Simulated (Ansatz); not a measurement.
# Quasi-harmonic thermodynamics of TiC (Fm-3m)

How much does TiC expand with temperature?

Experimental results on record:
- heat capacity C_P per formula unit 33.9 J/mol/K near room temperature (given in “High-Throughput Prediction of Finite-Temperature Properties using the Quasi-Harmonic Approximation”, 2016, arXiv:1603.06924)

Main program and level: Ansatz 0.2.0; DFT LDA, scalar-relativistic, plane waves, PAW.

The database entry behind the starting cell differs from later determinations by our own check (0.1 to 0.3 % short, probably kX units), so it need not match the best structure at ambient conditions.

### Step 1. Starting point

Symmetry: Fm-3m, No. 225, cubic system. Conventional cell: a = 4.319 Å, b = 4.319 Å, c = 4.319 Å, α = 90.00°, β = 90.00°, γ = 90.00°. Nearest to Ti lie 6 C at 2.16 Å. C has 6 Ti at 2.16 Å nearest. Farther neighbours are not listed.

### Step 2. A first coarse run

Before spending time, one coarse run tells the gap and the pressure of the starting cell.

Input file input.yaml:

```yaml
crystal:
  lattice:
    - [0.0, 2.1593, 2.1593]
    - [2.1593, 0.0, 2.1593]
    - [2.1593, 2.1593, 0.0]
  atoms:
    - { symbol: Ti, position: [0.0, 0.0, 0.0] }
    - { symbol: C, position: [0.5, 0.5, 0.5] }
kpoints:
  mp_grid: { grid: [8, 8, 8] }
hamiltonian:
  xc: lda
scf:
  occupations: { method: gaussian, width: 0.1 }
output:
  forces: true
  stress: true
  eigenvalues: true
```

On the command line:

```console
$ ansatz run input.yaml --threads 8 --pin off --max-ram 16384MiB --backend cpu --events-out ev --progress --plain --runs-dir out
```

Numbers of over 12 decimals in the logs are rounded to 6 here.

Log:

```text
Engine: ansatz 0.2.0, aarch64-unknown-linux-gnu
Pseudopotentials: kind: paw
Pseudopotential: Ti, paw, valence charge 12, recommended cutoff 420 eV (normal), Ti.paw.azcp
Pseudopotential: C, paw, valence charge 4, recommended cutoff 420 eV (normal), C.paw.azcp
Functional definition: SPW92
  exchange = slater_x
  correlation = pw_c
Crystal: 2 atoms, lattice volume = 20.136 Å³
Basis set: ecut = 420 eV, 411 PW (Γ)
Bands: 12, of which v1, the nominal top of the filled ones, is band 8 counted from 1 (7 counted from 0)
Symmetry: 48 space group operations
Space group: Fm-3m (ITA 225), of the structure as read, at distance tolerance 2.7e-5 Å
k-points: 29 of 512
Non-local potential: Ti, projectors of the file, l = 0: 3, l = 1: 2, l = 2: 3, l = 3: 1
Non-local potential: C, projectors of the file, l = 0: 2, l = 1: 2, l = 2: 1
PAW form: soft (Blöchl's): semilocal exchange-correlation on the pseudo side does not see the compensation charge
PAW frozen core: Ti, regenerated for the run's functional, and the local potential with it (the file was generated under x = pbe(κ = 0.804, μ = 0.219515), c = pbe(β = 0.066725))
PAW frozen core: C, regenerated for the run's functional, and the local potential with it (the file was generated under x = pbe(κ = 0.804, μ = 0.219515), c = pbe(β = 0.066725))
PAW one-centre angular grid: Ti, 590 points (default); XC on 64 Gauss nodes
PAW one-centre angular grid: C, 110 points (default); XC on 64 Gauss nodes
Initial density: superposition of atomic densities (neutral atoms: chi_scale 0, normalization atom), corrected by the library's trained network
Initial wavefunctions: pseudopotential atomic-orbital guess
Functional: x = slater, c = lda
SCF iter   1: F=—  HF=-2695.152872 eV  |F-HF|=—  |Δ(HF+E_count)|=         —  Δρ=1.01e-2  dr2=2.48e-2  ethr=1.77e-3  ⟨swp⟩=4.4  Hψ=1743  notcnv=0
preconditioner: auto → none  [insulator: Δε(μ)=0.159 eV  Ē_g=7.809 eV  σ=0.100 eV  W_gap=0.52  n_scr=8 (ndim 8)  ℏωp=23.4 eV  f_vac=0.000  D(μ)=0.35/eV (n_scr^D=0)  ε∞_Penn≈10.0]
SCF iter   2: F=—  HF=-2695.148679 eV  |F-HF|=—  |Δ(HF+E_count)|=   4.19e-3  Δρ=4.45e-3  dr2=4.71e-3  ethr=1.55e-4  ⟨swp⟩=1.0  Hψ=580  notcnv=0
SCF iter   3: F=—  HF=-2695.147830 eV  |F-HF|=—  |Δ(HF+E_count)|=   8.49e-4  Δρ=4.57e-4  dr2=2.83e-5  ethr=2.95e-5  ⟨swp⟩=1.9  Hψ=387  notcnv=0  defer=2
SCF iter   4: F=—  HF=-2695.147819 eV  |F-HF|=—  |Δ(HF+E_count)|=   1.11e-5  Δρ=8.13e-5  dr2=7.05e-7  ethr=1.77e-7  ⟨swp⟩=2.4  Hψ=519  notcnv=0  defer=2
iter 5 did not close the SCF: its close was put off for the readings that it lacked (scf_convergence_deferred on its scf_iter line)
SCF iter   5: F=-2695.147819 eV  HF=-2695.147819 eV  |F-HF|=1.88e-9  |Δ(HF+E_count)|=   1.45e-7  Δρ=1.17e-5  dr2=1.28e-8  ethr=4.40e-9  ⟨swp⟩=1.9  Hψ=388  notcnv=0  defer=2
SCF iter   6: F=-2695.147819 eV  HF=-2695.147819 eV  |F-HF|=4.82e-11  |Δ(HF+E_count)|=   3.59e-9  Δρ=6.64e-7  dr2=7.11e-11  ethr=8.00e-11  ⟨swp⟩=2.0  Hψ=1020  notcnv=0
SCF 1 converged in 6 iterations: F = -2695.147819 eV  dr2 = 7.11e-11
  greatest PAW one-centre occupation: 0.999 electrons in one spin orbital (limit 2), on the Ti atom at site 0 (counted from 0), in its partial waves of l = 0
SCF converged after 6 iterations
Free energy (F): -2695.147819 eV
Harris-Foulkes:  -2695.147819 eV  (|F-HF|=4.82e-11)
Internal energy: -2695.145983 eV  (E = F + TS)
E sigma→0 (E₀):  -2695.146901 eV
Entropy (-TS):   -0.001836 eV (-0.918 meV/atom)
Fermi energy:    14.479904 eV
--- Per-component energies (eV) ---
  E_band       = -110.207477
  E_kinetic    = 362.353899
  E_local      = -774.818921  (includes V_loc(G=0)·N_el)
  E_nonlocal   = 36.908904
  E_hartree    = 312.861606
  E_xc         = -146.316337
  E_vxc        = -183.509225  (∫ρ·V_xc dr)
  E_paw        = -1089.118422  (= ΣΔE_a)
  E_vpaw       = -176.865279  (= ΣTr[D̂ρ^β])
  E_aug_tail   = 0.000123  (compensation charges beyond the density's cutoff)
  E_ewald      = -1397.405618
  E_core_change = 0.388783  (= ΣΔE_core)
  E_smearing   = -0.001836  (= −TS)
  E_closure    = 0.000000  (closes the sum)
  Σ components = -2695.147819   (vs F -2695.147819, Δ=0.00e0)
--- Forces (eV/Å), atoms counted from 1 ---
  atom   1  Ti    -0.00000000    -0.00000000    -0.00000000
  atom   2  C      0.00000000     0.00000000    -0.00000000
  max |Σ_I F_I| component: 3.75e-30 eV/Å
--- Stress (GPa, compression-positive) ---
      -10.503339      -0.000000      -0.000000
       -0.000000     -10.503339      -0.000000
        0.000000      -0.000000     -10.503339
  P = ⅓ Tr σ = -10.5033 GPa (-105.033 kbar)
--- Band table (eV; the first three rows and the last of 29) ---
  k-point 0: bands = [... 4 lower, 2.2629, 15.1705, 15.1705, 15.1705, 16.2318, 16.2318, 16.2318, 16.2732]
  k-point 1: bands = [... 4 lower, 2.6196, 13.8786, 14.2385, 14.2385, 15.6074, 15.6074, 16.7925, 18.3429]
  k-point 2: bands = [... 4 lower, 3.6012, 11.7968, 12.8186, 12.8186, 16.2707, 16.2707, 17.3810, 20.4399]
  k-point 28: bands = [... 4 lower, 5.1909, 11.3961, 11.3961, 11.8162, 17.3227, 17.3227, 18.0597, 19.7894]
```

It took 0.29 s on 8 threads of Arm Neoverse V1, shared host; peak memory 0.28 GiB; 0.97 s of CPU time.

Numbers from this step:

| Item | Value |
| --- | --- |
| pressure | -10.50 GPa |
| volume per atom | 10.07 Å³ |
| gap on the k-mesh | 0 eV |

The start is under -11 GPa at this level and looks like a metal on this mesh.

### Step 3. A loose first relaxation

The start is far from rest, so a relaxation with loose thresholds first brings it near the minimum.

input.yaml, as its differences from that of step 2:

```diff
@@ -18 +18,6 @@
   eigenvalues: true
+relax:
+  adjacent_minimum: "off"
+  f_tol: 0.05
+  max_steps: 80
+  cell: { stress_tol: 0.5 }
```

Log:

```text
[...]
Crystal: 2 atoms, lattice volume = 20.136 Å³
Basis set: ecut = 420 eV, 411 PW (Γ)
Bands: 12, of which v1, the nominal top of the filled ones, is band 8 counted from 1 (7 counted from 0)
Symmetry: 48 space group operations
[...]
k-points: 29 of 512
[...]
SCF iter   1: F=—  HF=-2695.152872 eV  |F-HF|=—  |Δ(HF+E_count)|=         —  Δρ=1.01e-2  dr2=2.48e-2  ethr=1.77e-3  ⟨swp⟩=4.4  Hψ=1742  notcnv=0
[...]
SCF iter   6: F=-2695.147819 eV  HF=-2695.147819 eV  |F-HF|=4.68e-11  |Δ(HF+E_count)|=   3.87e-9  Δρ=6.88e-7  dr2=7.23e-11  ethr=8.42e-11  ⟨swp⟩=2.0  Hψ=1031  notcnv=0
SCF 1 converged in 6 iterations: F = -2695.147819 eV  dr2 = 7.23e-11
[...]
relax step   1: F+E_penalty+E_count = -2695.14781875 eV  Δ(F+E_penalty+E_count) = +0.000e0 eV  max|allowed force component| = 1.841e-29 eV/Å  Δτ_max = 0.0000 Å  P = -10.503 GPa  Ω = 20.136 Å³  (6 SCF iters, dr2 threshold 1.00e-7 eV, accepted)
Crystal: 2 atoms, lattice volume = 19.426 Å³
Basis set: ecut = 420 eV, 339 PW (Γ)
[...]
iter 1 solved again at ethr=1.16e-4 eV; its pass at ethr=3.10e-3 eV (dr2=1.86e-2 eV) is discarded
[...]
SCF iter   6: F=-2695.175862 eV  HF=-2695.175862 eV  |F-HF|=5.03e-10  |Δ(HF+E_count)|=  7.64e-10  Δρ=1.83e-6  dr2=5.40e-10  ethr=2.60e-11  ⟨swp⟩=1.0  Hψ=1050  notcnv=0
SCF 2 converged in 6 iterations: F = -2695.175862 eV  dr2 = 5.40e-10
relax step   2: F+E_penalty+E_count = -2695.17586220 eV  Δ(F+E_penalty+E_count) = -2.804e-2 eV  max|allowed force component| = 8.546e-30 eV/Å  Δτ_max = 0.0000 Å  P = -1.151 GPa  Ω = 19.426 Å³  energy of the carried Pulay correction = +1.602e-3 eV  (6 SCF iters, dr2 threshold 2.00e-7 eV, accepted)
Crystal: 2 atoms, lattice volume = 19.342 Å³
[...]
SCF iter   6: F=-2695.176340 eV  HF=-2695.176340 eV  |F-HF|=4.09e-12  |Δ(HF+E_count)|=  3.18e-12  Δρ=1.56e-7  dr2=4.63e-12  ethr=1.00e-12  ⟨swp⟩=1.0  Hψ=874  notcnv=0
SCF 3 converged in 6 iterations: F = -2695.176340 eV  dr2 = 4.63e-12
relax step   3: F+E_penalty+E_count = -2695.17633957 eV  Δ(F+E_penalty+E_count) = -4.774e-4 eV  max|allowed force component| = 2.367e-30 eV/Å  Δτ_max = 0.0000 Å  P = +0.070 GPa  Ω = 19.342 Å³  energy of the carried Pulay correction = +1.795e-3 eV  (6 SCF iters, dr2 threshold 2.00e-7 eV, accepted)
[...]
SCF iter   6: F=-2695.174877 eV  HF=-2695.174877 eV  |F-HF|=9.09e-13  |Δ(HF+E_count)|=  4.55e-13  Δρ=5.41e-9  dr2=4.14e-15  ethr=1.00e-12  ⟨swp⟩=1.1  Hψ=814  notcnv=0
SCF 4 converged in 6 iterations: F = -2695.174877 eV  dr2 = 4.14e-15
relax step   4: F+E_penalty+E_count = -2695.17487712 eV  Δ(F+E_penalty+E_count) = +1.462e-3 eV  max|allowed force component| = 2.958e-30 eV/Å  Δτ_max = 0.0000 Å  P = -0.051 GPa  Ω = 19.342 Å³  stress off target by 5.06e-2 GPa  SCF on the basis re-selected at this cell (its energy is not comparable with the rows above)  (6 SCF iters)
basis re-selected at this cell: Δ(F+E_penalty+E_count) = +1.462e-3 eV, ΔP = -0.120 GPa vs the last step (what re-selecting the basis moved, of the pressure what is left beyond the Pulay correction that the steps carried, after the strain that the cell walked since its last selection, with what the two solves' SCF thresholds leave and, on support functions, any second-order correction that the steps lacked; it is no m [...]
SCF converged after 6 iterations
Free energy (F): -2695.174877 eV
[...]
Internal energy: -2695.173154 eV  (E = F + TS)
E sigma→0 (E₀):  -2695.174016 eV
Entropy (-TS):   -0.001723 eV (-0.861 meV/atom)
Fermi energy:    15.186006 eV
[...]
--- Stress (GPa, compression-positive) ---
       -0.050567      -0.000000      -0.000000
       -0.000000      -0.050567      -0.000000
        0.000000      -0.000000      -0.050567
  P = ⅓ Tr σ = -0.0506 GPa (-0.506 kbar)
--- Band table (eV; the first three rows and the last of 29) ---
  k-point 0: bands = [... 4 lower, 2.7875, 15.8881, 15.8881, 15.8881, 16.9901, 16.9901, 16.9901, 17.0647]
  k-point 1: bands = [... 4 lower, 3.1624, 14.5506, 14.9200, 14.9200, 16.3516, 16.3516, 17.5935, 19.2138]
  k-point 2: bands = [... 4 lower, 4.1905, 12.4226, 13.4401, 13.4401, 17.0564, 17.0564, 18.2272, 21.4149]
  k-point 28: bands = [... 4 lower, 5.7864, 12.0283, 12.0283, 12.4260, 18.1662, 18.1662, 18.9682, 20.8118]
--- Relaxed structure (3 steps of the walk, 3 accepted, 1 SCFs on fresh bases) ---
  F+E_penalty+E_count = -2695.17487712 eV   max|allowed force component| = 2.958e-30 eV/Å   (the final SCF, on the basis selected at the relaxed cell)
  cell:  # Å, volume = 19.3419 Å³
    - [0, 2.130540, 2.130540]
    - [2.130540, 0, 2.130540]
    - [2.130540, 2.130540, 0]
  atoms:
    - { symbol: Ti, position: [0, 0, 0] }
    - { symbol: C, position: [0.5, 0.5, 0.5] }
```

Run time: 0.87 s. Hardware: 8 threads; peak memory 0.3 GiB; 3.8 s of CPU time.

Relaxation path:

```csv
step,energy less that of the first step (eV),largest force component (eV/Å),pressure (GPa),volume (Å³)
1,0.0000,0.0000,-10.50,20.14
2,-0.0280,0.0000,-1.15,19.43
3,-0.0285,0.0000,0.07,19.34
4*,-0.0271,0.0000,-0.05,19.34
```

Relaxation steps marked * repeat the geometry before them on a plane-wave basis chosen anew for their cell, so energy and pressure can jump there.

The run keeps the 48 symmetry operations that it works with, so distortions that break them were not tested.

```csv
"conventional cell, symmetrised",before,after,change
a (Å),4.319,4.261,-1.3 %
b (Å),4.319,4.261,-1.3 %
c (Å),4.319,4.261,-1.3 %
volume (Å³/atom),10.07,9.67,-3.9 %
```

The relaxed structure:

```
Ti C
1.0
     0.00000    2.13054    2.13054
     2.13054    0.00000    2.13054
     2.13054    2.13054    0.00000
Ti C
1 1
Direct
  0.00000 0.00000 0.00000
  0.50000 0.50000 0.50000
```

This step gave:

```
pressure        : -0.05057 GPa
volume per atom : 9.671 Å³
```

The relaxation ends with a pressure of -0.05 GPa.

### Step 4. Relaxation

Phonons are second derivatives about a minimum, so cell and atoms are relaxed first, inside the symmetry of the start.

input.yaml, the sections that differ from step 3:

```yaml
crystal:
  lattice:
    - [0.0, 2.1305402975, 2.1305402975]
    - [2.1305402975, 0.0, 2.1305402975]
    - [2.1305402975, 2.1305402975, 0.0]
  atoms:
    - { symbol: Ti, position: [0.0, 0.0, 0.0] }
    - { symbol: C, position: [0.5, 0.5, 0.5] }
kpoints:
  mp_grid: { grid: [16, 16, 16] }
relax:
  adjacent_minimum: "off"
  f_tol: 0.005
  max_steps: 80
  cell: { stress_tol: 0.05 }
# hamiltonian, scf, output: as in step 3
```

Log:

```text
[...]
Crystal: 2 atoms, lattice volume = 19.342 Å³
Basis set: ecut = 420 eV, 339 PW (Γ)
Bands: 12, of which v1, the nominal top of the filled ones, is band 8 counted from 1 (7 counted from 0)
Symmetry: 48 space group operations
[...]
k-points: 145 of 4096
[...]
k-point 144: bands = [... 4 lower, 5.7865, 12.0302, 12.0302, 12.4270, 18.1698, 18.1698, 18.9735, 20.8162]
--- Relaxed structure (2 steps of the walk, 2 accepted, 1 SCFs on fresh bases) ---
[...]
cell:  # Å, volume = 19.3384 Å³
    - [0, 2.130411, 2.130411]
    - [2.130411, 0, 2.130411]
    - [2.130411, 2.130411, 0]
  atoms:
    - { symbol: Ti, position: [0, 0, 0] }
    - { symbol: C, position: [0.5, 0.5, 0.5] }
[key lines of the parts left out:]
SCF converged after 7 iterations
Free energy (F): -2695.176822 eV
Fermi energy:    15.223298 eV
P = ⅓ Tr σ = -0.0099 GPa (-0.099 kbar)
```

Run time: 1.4 s. Hardware: 8 threads; peak memory 0.36 GiB; 8.3 s of CPU time.

Little changed from the start: no atom moved by 0.005 Å and no cell edge by 0.1 %.

This step gave:

| Item | Value |
| --- | --- |
| pressure | -0.009946 GPa |
| volume per atom | 9.669 Å³ |

### Step 5. Relaxing to small residual forces and stress

The relaxation is repeated with tighter thresholds on force and stress, since phonons are sensitive to what is left; a change of mesh or smearing in the input moves the cell too.

input.yaml, the sections that differ from step 4:

```yaml
crystal:
  lattice:
    - [0.0, 2.1304114061, 2.1304114061]
    - [2.1304114061, 0.0, 2.1304114061]
    - [2.1304114061, 2.1304114061, 0.0]
  atoms:
    - { symbol: Ti, position: [0.0, 0.0, 0.0] }
    - { symbol: C, position: [0.5, 0.5, 0.5] }
scf:
  occupations: { method: methfessel_paxton, width: 0.2 }
relax:
  adjacent_minimum: "off"
  f_tol: 0.001
  max_steps: 60
  cell: { stress_tol: 0.01 }
# kpoints, hamiltonian, output: as in step 4
```

Log:

```text
[...]
Crystal: 2 atoms, lattice volume = 19.338 Å³
Basis set: ecut = 420 eV, 339 PW (Γ)
Bands: 12, of which v1, the nominal top of the filled ones, is band 8 counted from 1 (7 counted from 0)
Symmetry: 48 space group operations
[...]
k-points: 145 of 4096
[...]
k-point 144: bands = [... 4 lower, 5.7868, 12.0302, 12.0302, 12.4271, 18.1696, 18.1696, 18.9730, 20.8159]
--- Relaxed structure (1 steps of the walk, 1 accepted, 1 SCFs on fresh bases) ---
[...]
cell:  # Å, volume = 19.3384 Å³
    - [0.0, 2.1304114061, 2.1304114061]
    - [2.1304114061, 0.0, 2.1304114061]
    - [2.1304114061, 2.1304114061, 0.0]
  atoms:
    - { symbol: Ti, position: [0.0, 0.0, 0.0] }
    - { symbol: C, position: [0.5, 0.5, 0.5] }
[key lines of the parts left out:]
SCF converged after 5 iterations
Free energy (F): -2695.176159 eV
Fermi energy:    15.226273 eV
P = ⅓ Tr σ = -0.0087 GPa (-0.087 kbar)
```

The job ended after 0.99 s (8 threads; peak memory 0.35 GiB; 5.5 s of CPU time).

Little changed from the start: no atom moved by 0.005 Å and no cell edge by 0.1 %.

This step gave:

```
pressure : -0.008694 GPa
```

The residual pressure is -0.0087 GPa, small enough for phonons.

(Continued in part 2 of 2.)

[Logs are printed without paths, hosts, clocks, repeated set-up lines and the standing remarks that a program may print on its own settings, such as how far it seeks lower states.]

[Hosts, paths, dates, database ids (printed as entryN), source tags and the programs' standing remarks are cut or masked in the printed files.]

[A step with changed settings may run another functional than the one named; its input shows which.]
